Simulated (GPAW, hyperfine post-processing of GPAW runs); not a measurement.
**Fermi-contact shifts in MgV2O2F6**

How far does V shift the 19F, 25Mg and 17O resonances of MgV2O2F6 at 320 K?

Calculated with GPAW 26.7.0; DFT, revPBE+U, plane-wave PAW, GPAW setups, collinear spin, scalar-relativistic.

### Step 1. Set-up

The structure is monoclinic, space group C2 (No. 5). Conventional cell: a = 12.505 Å, b = 4.611 Å, c = 4.606 Å, α = 90.00°, β = 111.42°, γ = 90.00°. V has 2 O at 1.70 to 2.02 Å and 4 F at 1.94 to 2.03 Å nearest. Nearest to Mg lie 6 F at 1.99 to 2.66 Å and 2 O at 2.66 Å. F has 1 V at 1.94 Å and 1 Mg at 1.99 Å nearest. Nearest to F lie 2 V at 2.03 Å. Nearest to F lie 1 V at 1.94 Å and 1 Mg at 1.99 Å. O has 2 V at 1.70 to 2.02 Å and 1 Mg at 2.66 Å nearest. Farther neighbours and most contacts between anions are not listed.

As a file:

```
V Mg F O
1.0
     6.25229   -2.30548    0.00000
     6.25229    2.30548    0.00000
    -1.68209    0.00000    4.28794
V Mg F O
2 1 6 2
Direct
  0.95237 0.40919 0.20702
  0.59081 0.04763 0.79298
  0.24473 0.75527 0.50000
  0.89331 0.96396 0.15532
  0.65139 0.73708 0.91230
  0.59293 0.54898 0.29246
  0.03604 0.10669 0.84469
  0.26292 0.34861 0.08770
  0.45102 0.40707 0.70754
  0.83830 0.77172 0.52154
  0.22828 0.16170 0.47846
```

The cell is a computed entry of the Materials Project; it need not be the form that is stable at ambient conditions. The atoms stand as given; the largest force on them is 0.22 eV/Å.

### Step 2. Saturated spin state

The hyperfine field is read from the state with all V moments parallel, which stands for the saturated paramagnet. A Hubbard U holds the open shell closer to the ion than the plain functional does, which changes how much spin reaches the ligands. GPAW's U acts on normalised projectors, so its value can't be carried over from other programs one to one.

scf.py

```python
import json
from ase import Atoms
from ase.parallel import parprint
from gpaw import GPAW, PW, FermiDirac, MixerDif

atoms = Atoms(['V', 'V', 'Mg', 'F', 'F', 'F', 'F', 'F', 'F', 'O', 'O'],
              cell=[[6.252295, -2.305476, 0.0], [6.252295, 2.305476, 0.0], [-1.682089, 0.0, 4.287939]],
              scaled_positions=[[0.952371, 0.409193, 0.207017], [0.590807, 0.047629, 0.792983], [0.244734, 0.755266, 0.5], [0.893314, 0.963961, 0.155315], [0.651387, 0.737081, 0.912304], [0.59293, 0.548982, 0.292462], [0.036039, 0.106686, 0.844685], [0.262919, 0.348613, 0.087696], [0.451018, 0.40707, 0.707538], [0.838303, 0.77172, 0.52154], [0.22828, 0.161697, 0.47846]],
              magmoms=[1.0, 1.0, 0.0, 0.0, 0.0, 0.0, 0.0, 0.0, 0.0, 0.0, 0.0], pbc=True)
atoms.calc = GPAW(mode=PW(500), xc='revPBE', kpts={'size': (5, 5, 5), 'gamma': True}, spinpol=True, setups={'V': ':d,4'},
                  occupations=FermiDirac(0.02, fixmagmom=True), mixer=MixerDif(0.12, 6, 30),
                  convergence={'density': 1e-5}, maxiter=150, symmetry={'tolerance': 1e-4},
                  legacy_gpaw=True, txt='scf.txt')
parprint('energy', atoms.get_potential_energy())
parprint('moment', atoms.get_magnetic_moment())
parprint('moments', json.dumps(atoms.get_magnetic_moments().round(4).tolist()))
parprint('fermi', json.dumps(list(map(float, atoms.calc.get_fermi_levels()))))
levels = [[e - f for k in range(len(atoms.calc.get_ibz_k_points())) for e in atoms.calc.get_eigenvalues(k, s)] for s, f in enumerate(atoms.calc.get_fermi_levels())]
parprint('gap', min(min(e for e in x if e > 0) + f for x, f in zip(levels, atoms.calc.get_fermi_levels())) - max(max(e for e in x if e <= 0) + f for x, f in zip(levels, atoms.calc.get_fermi_levels())))
parprint('positions', json.dumps(atoms.get_scaled_positions(wrap=False).round(6).tolist()))
parprint('forces', json.dumps(atoms.get_forces().round(4).tolist()))
atoms.calc.write('gs.gpw')
```

A second script reads the saved density on one core and turns GPAW's hyperfine parameters into fields at the nuclei:

contact.py

```python
import numpy as np
from ase.units import _e, _hplanck
from gpaw import GPAW
from gpaw.hyperfine import hyperfine_parameters

calc = GPAW('gs.gpw', legacy_gpaw=True, txt=None)
tesla = _e / _hplanck / 7.6225932e6 / 2  # eV per unit g_N to the field at the nucleus
valence = hyperfine_parameters(calc, exclude_core=True)
try:
    full = hyperfine_parameters(calc)
except AssertionError:
    full = valence
    print('the core solver failed')
print('atom     contact field (T): all, valence')
for a, s in enumerate(calc.get_atoms().symbols):
    print(f'{a + 1:3d} {s:2s} {np.trace(full[a]) / 3 * tesla:11.5f} {np.trace(valence[a]) / 3 * tesla:11.5f}')
```

The run is started by

```
OMP_NUM_THREADS=1 mpirun -n 4 gpaw python scf.py > gpaw.log
python contact.py
```

Numbers of over 12 decimals in the logs are rounded to 6 here.

Output:

```text
[a pick of lines from scf.txt and the scripts' output, long numbers rounded; set-up, eigenvalues, and the printed gap, site moments, positions and forces are left out]
Symmetries present (total): 2
125 k-points: 5 x 5 x 5 Monkhorst-Pack grid
39 k-points in the irreducible part of the Brillouin zone
  Cutoff energy: 500.000 eV
Occupation numbers: Fixed magnetic moment: 2.000
  width: 0.0200  # eV
XC parameters: revPBE with 2 nearest neighbor stencil
Number of bands in calculation: 60
Number of valence electrons: 90
iter:   1 01:14:33   -66.576304                   +2.0008
iter:   2 01:14:44   -60.829294   -0.59  -1.09    +2.0003
iter:   3 01:14:57   -59.174940   -0.50  -1.24    +2.0002
[... 37 further iterations ...]
iter:  41 01:21:45   -60.089405c  -8.54c -4.89    +2.0000
iter:  42 01:21:53   -60.089408c  -8.73c -4.97    +2.0000
iter:  43 01:22:03   -60.089411c  -8.04c -5.01c   +2.0000
Converged after 43 iterations.
Total magnetic moment: (0.000000, 0.000000, 2.000000)
Local magnetic moments:
Free energy:    -60.089411
Extrapolated:   -60.089411
Fermi levels: 3.04932, 4.50807
energy -60.089411
moment 2.000000
fermi [3.049322, 4.508068]
atom     contact field (T): all, valence
  1 V    -16.85370     4.12621
  2 V    -16.85370     4.12621
  3 Mg    -0.14742    -0.15067
  4 F     -0.09530     0.00831
  5 F      0.14813    -0.04732
  6 F     -0.13279    -0.02843
  7 F     -0.09530     0.00831
  8 F      0.14813    -0.04732
  9 F     -0.13279    -0.02843
 10 O     -1.00068    -3.20039
 11 O     -1.00068    -3.20039
```

It took 8.4 min on 4 MPI ranks of Intel Xeon Platinum 8259CL at 2.50GHz (Skylake/Cascade Lake), shared host; 33 min of CPU time.

The cell holds 2.00 μB on 2 V, so S = 0.50. The total moment is held at that value. The contact field is B = (2μ₀/3) μB ρ_s, 7.769 T for 1 e/Å³, and A_iso = γB/(2πS) sums over all ions. The valence part leaves out the polarisation of the frozen cores, which GPAW adds afterwards by solving for the core states in the spin-dependent potential:

```tsv
site	atom	atoms in cell	links to V	field (T)	valence part (T)	A_iso (MHz)
F(1)	4	2	bonded to 1 V at 1.94 Å	-0.0953	0.00831	-7.64
F(2)	5	2	bonded to 2 V at 2.03 Å	0.148	-0.0473	11.9
F(3)	6	2	bonded to 1 V at 1.94 Å	-0.133	-0.0284	-10.6
Mg	3	1	4 V through links of 162° (4)	-0.147	-0.151	0.769
O	10	2	bonded to 2 V at 1.70 to 2.02 Å	-1.00	-3.20	11.6
```

### Step 3. Reversing single moments

Above the ordering point the moments are not free: their couplings set the Weiss constant, which scales every shift. Reversing one ion measures these couplings, and shows at once how much of each shift that ion sends.

Edit scf.py of step 2 so:

```diff
@@ -8,3 +8,3 @@
               scaled_positions=[[0.952371, 0.409193, 0.207017], [0.590807, 0.047629, 0.792983], [0.244734, 0.755266, 0.5], [0.893314, 0.963961, 0.155315], [0.651387, 0.737081, 0.912304], [0.59293, 0.548982, 0.292462], [0.036039, 0.106686, 0.844685], [0.262919, 0.348613, 0.087696], [0.451018, 0.40707, 0.707538], [0.838303, 0.77172, 0.52154], [0.22828, 0.161697, 0.47846]],
-              magmoms=[1.0, 1.0, 0.0, 0.0, 0.0, 0.0, 0.0, 0.0, 0.0, 0.0, 0.0], pbc=True)
+              magmoms=[-1.0, 1.0, 0.0, 0.0, 0.0, 0.0, 0.0, 0.0, 0.0, 0.0, 0.0], pbc=True)
 atoms.calc = GPAW(mode=PW(500), xc='revPBE', kpts={'size': (5, 5, 5), 'gamma': True}, spinpol=True, setups={'V': ':d,4'},
```

Output:

```text
[a pick of lines from scf.txt and the scripts' output, long numbers rounded; set-up, eigenvalues, and the printed gap, site moments, positions and forces are left out]
Symmetries present (total): 1
125 k-points: 5 x 5 x 5 Monkhorst-Pack grid
63 k-points in the irreducible part of the Brillouin zone
  Cutoff energy: 500.000 eV
Occupation numbers: Fixed magnetic moment: 0.000
  width: 0.0200  # eV
XC parameters: revPBE with 2 nearest neighbor stencil
Number of bands in calculation: 58
Number of valence electrons: 90
iter:   1 01:23:07   -66.294304                   -0.0000
iter:   2 01:23:27   -61.575743   -0.49  -1.09    +0.0000
iter:   3 01:23:42   -59.911980   -0.33  -1.23    +0.0000
[... 51 further iterations ...]
iter:  55 01:37:24   -60.061639c  -6.39  -4.46    -0.0000
iter:  56 01:37:40   -60.061583c  -7.29  -5.43c   -0.0000
iter:  57 01:37:56   -60.061526c  -7.82c -5.51c   -0.0000
Converged after 57 iterations.
Total magnetic moment: (0.000000, 0.000000, -0.000000)
Local magnetic moments:
Free energy:    -60.061526
Extrapolated:   -60.061526
Fermi levels: 3.64686, 3.64686
energy -60.061526
moment -7.422891330471017e-14
fermi [3.646864, 3.646864]
atom     contact field (T): all, valence
  1 V     16.05584    -4.15863
  2 V    -16.05565     4.15905
  3 Mg     0.00001     0.00001
[...]
10 O     -0.51857    -2.08176
 11 O      0.51850     2.08174
```

Run time: 16 min. Hardware: 4 MPI ranks; 63 min of CPU time.

The parallel state has -60.0894 eV at zero smearing. Each flip reverses one ion with all its periodic images. It gives an energy and, by half the change of the contact field, the share of that set of ions in each shift at 320 K (ppm; atoms of one site can get unlike shares):

```tsv
atom reversed	energy (eV)	change (meV)	F(1)	F(2)	F(3)	Mg	O
V1	-60.0615	27.9	-150 / -50	124 / 187	-216 / -62	-155	-1590 / -506
```

In mean-field theory Θ = ΔE (S + 1) / (6 S k_B): Θ = 162 K. Couplings between an ion and its own images are missing, but in this cell they lie beyond the nearest magnetic neighbours. Θ = 0 is used for the shifts.

### Step 4. Cost against result

Spin transfer to the ligands hangs on how far the functional delocalises the open shell, so other levels show how much the fields depend on it.

Contact fields (T) with all moments parallel; times on 4 MPI ranks of Intel Xeon Platinum 8259CL at 2.50GHz (Skylake/Cascade Lake), shared host. The cutoff is 500 eV where none is named; the moment is held in each run.

```tsv
level	moment (μB)	time	F(1)	F(2)	F(3)	Mg	O
revPBE +U V 4 eV	2.00	8.4 min	-0.0953	0.148	-0.133	-0.147	-1.00
revPBE	2.00	9.5 min	-0.0315	0.322	-0.0851	-0.153	-0.943
revPBE +U V 2 eV	2.00	6.1 min	-0.0776	0.186	-0.111	-0.142	-0.894
revPBE +U V 5.6 eV	2.00	10 min	-0.104	0.143	-0.149	-0.156	-1.11
LDA +U V 4 eV	2.00	7.4 min	-0.338	-0.117	-0.373	-0.201	-1.09
revPBE +U V 4 eV, 650 eV	2.00	13 min	-0.0985	0.146	-0.135	-0.147	-0.923
```

### Step 5. From fields to shifts

The shift is δ = B · g μB (S + 1) / (3 k_B (T − Θ)) with g = 2; at 320 K and Θ = 0 K one tesla gives 2099 ppm. The anisotropy is a sum over point dipoles on the V ions, scaled alike; on atoms bound to V, spin in their own p shell adds an anisotropy that this leaves out.

```tsv
site	nucleus	δ_iso (ppm)	with the calculated Θ	reduced anisotropy (ppm)	asymmetry
F(1)	19F	-200	-405	445	0.38
F(2)	19F	311	629	676	0.09
F(3)	19F	-279	-564	446	0.38
Mg	25Mg	-309	-626	110	0.02
O	17O	-2100	-4250	1000	0.03
```

The reduced anisotropy is δ_zz − δ_iso, with zz the principal value farthest from δ_iso. The Weiss constant adds its own doubt: exchange couplings from semilocal functionals with a U can miss even their sign, and a Θ lower by 100 K would lower every shift by 24 %.

19F MAS at 9.4 T (376.7 MHz), 30 kHz, 320 K; contact and dipolar shift alone, no orbital or quadrupolar part; the isotropic lines and the strongest sidebands, 30 of 42 lines. NMR lines, with heights relative to the strongest:

```tsv
position (ppm)	label	intensity
-517.6	F(3) -3	45
-438.9	F(1) -3	45
-438.0	F(3) -2	100
-359.3	F(1) -2	100
-358.4	F(3) -1	78
-279.7	F(1) -1	78
-278.7	F(3) centre	58
-200.0	F(1) centre	58
-199.1	F(3) +1	27
-120.4	F(1) +1	27
-119.5	F(3) +2	40
-87.2	F(2) -5	16
-40.8	F(1) +2	41
-39.8	F(3) +3	42
-7.6	F(2) -4	57
38.9	F(1) +3	43
39.8	F(3) +4	32
72.0	F(2) -3	90
118.5	F(1) +4	32
119.4	F(3) +5	16
151.7	F(2) -2	58
198.1	F(1) +5	16
231.3	F(2) -1	37
310.9	F(2) centre	15
390.6	F(2) +1	31
470.2	F(2) +2	38
629.5	F(2) +4	25
709.1	F(2) +5	24
788.7	F(2) +6	26
868.4	F(2) +7	17
```

17O MAS at 9.4 T (54.3 MHz), 30 kHz, 320 K; contact and dipolar shift alone, no orbital or quadrupolar part; lines under 1.5 % of the strongest are left out. NMR lines, with heights relative to the strongest:

```tsv
position (ppm)	label	intensity
-3206.0	O -2	2.4
-2653.2	O -1	33
-2100.5	O centre	100
-1547.8	O +1	19
-995.1	O +2	8.3
```

### Step 6. Outcome

- spin of V: 0.50
- Weiss constant, mean field (rough, not used): 162 K
- 19F contact shift at 320 K, Θ = 0 K: -200, 311, -279 ppm
- 25Mg contact shift at 320 K, Θ = 0 K: -309 ppm
- 17O contact shift at 320 K, Θ = 0 K: -2100 ppm

**Reading.** At 320 K the V moments shift 19F on F(1) by -200 ppm, 19F on F(2) by 311 ppm, 19F on F(3) by -279 ppm, 25Mg on Mg by -309 ppm and 17O on O by -2100 ppm, scaled with a pure Curie law. No measured Weiss constant is at hand, and the one from single flips is too rough to scale with, so the shifts are given for a pure Curie law; the couplings found are strong, so their size is uncertain by a factor of two or more. The calculated Θ of 162 K would multiply them by 2.02. Over the levels shown, the field at F(1) runs from -0.338 T (LDA +U V 4 eV) to -0.0315 T (revPBE); among the sites in the table it changes sign at F(2). On F(2) the levels differ even in sign, so neither size nor sign of that shift is settled. The shift of Mg is negative: the spin density at the nucleus is opposite to the V moments, the mark of spin polarisation outweighing delocalisation. All this holds only well above the ordering temperature and the strongest exchange, neither of which is computed. The orbital (chemical) shift and the pseudocontact shift from g anisotropy are not included. The moment is taken as spin only; V in this state can carry an orbital part, which tends to lower the real effective moment. GPAW's core response is not screened by the valence electrons and can be too large by up to a factor of two, so sites where total and valence fields differ much are unsure by that part. For anions bound to the magnetic ion the point-dipole anisotropy lacks the spin in their own p orbitals, and their lines are broad and relax fast. On F(1), F(2), F(3) and O total and valence fields differ by over a quarter of the total (by up to 2.2 times the total); that core part hangs on the functional and on the program's treatment of the cores, and where it exceeds the total neither size nor sign of the shift is settled. The dipole sum is for a spherical crystallite; bulk susceptibility, which broadens real lines, and quadrupolar couplings are left out.

[Logs are printed without paths, hosts, clocks, repeated set-up lines and the standing remarks that a program may print on its own settings, such as how far it seeks lower states.]

[Hosts, paths, dates, database ids (printed as entryN), source tags and the programs' standing remarks are cut or masked in the printed files.]
